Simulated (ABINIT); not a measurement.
Records of electronic-structure calculations.

```
Sr2H3I (P-3m1): a self-consistent loop beyond G0W0, cycle by cycle
1.0
     4.24273    0.00000    0.00000
    -2.12136    3.67431    0.00000
     0.00000    0.00000    7.68275
Sr H I
2 3 1
Direct
  0.66667 0.33333 0.67866
  0.33333 0.66667 0.32134
  0.00000 0.00000 0.50000
  0.66667 0.33333 0.35725
  0.33333 0.66667 0.64275
  0.00000 0.00000 0.00000
# method: RPA screening on LDA from quasiparticle energies, plane waves, norm-conserving pseudopotentials (and 5 further levels or steps)
# program: ABINIT 10.8.3
# settings: cutoff 31 Ha, PseudoDojo scalar-relativistic 0.4.1 standard, norm-conserving, ngkpt (3, 3, 2), nband 160, ecuteps 4.8 Ha, gwcalctyp 10, inclvkb 2, shiftk (0, 0, 0), symchi 1, awtr 1, frequency ppm, cycle 3, q points all but q = 0, 3×3×2 k-mesh
# cost: 16 runs, 33 min in all on 4 MPI ranks of Arm Neoverse V1, shared host
# notes: The program’s warnings: nkpt*nsppol () is not a multiple of nproc spkpt (). The cell and positions are those that the Materials Project relaxed with its own functionals (PBE, PBE+U or r2SCAN), kept fixed. Limits: no spin-orbit coupling. The first cycle of evGW0 takes the full correction, without the factor Z, so it overshoots the one-shot value. The 3×3×2 mesh is coarse for this cell, which bears on the long-range parts of exchange and screening.
# G0W0: 3.623 eV
# evGW0, cycle 1: 4.054 eV
# evGW0, cycle 2: 3.863 eV
# evGW0, cycle 3: 3.880 eV
# evGW0, cycle 4: 3.878 eV
# evGW, cycle 1: 4.221 eV
# evGW, cycle 2: 4.254 eV
# evGW, cycle 3: 4.256 eV
# known limits: short of the basis limit; no spin-orbit coupling; coarse k mesh
```

[Long decimals in the printed logs are rounded to 6 places.]

[Logs are printed without paths, hosts, clocks, repeated set-up lines and the standing remarks that a program may print on its own settings, such as how far it seeks lower states.]

[Paths, hosts, dates, memory and timing lines, banners, echoed tables and standing remarks are left out of the program output; an Ansatz launch command may be rebuilt from the run's recorded settings. Measured values are a selection of at most five: reports struck by readers or far from the other reports are left out. None is set beside runs whose start may be inverted or whose files or cutoffs have a known fault.]

[Runs of the session that timed out or met a known fault of the program may be left out.]

[Hosts, paths, dates, database ids (printed as entryN), source tags and the programs' standing remarks are cut or masked in the printed files.]

[G0W0 gaps are taken among the corrected bands and points alone; a level outside them can change the order at an edge.]

[Where Ansatz stands beside ABINIT at settings called matched, ABINIT's density can come from a denser mesh and the files from another edition; pairs whose starting gaps differed by over 0.03 eV were left out, so agreement reads better than it is.]
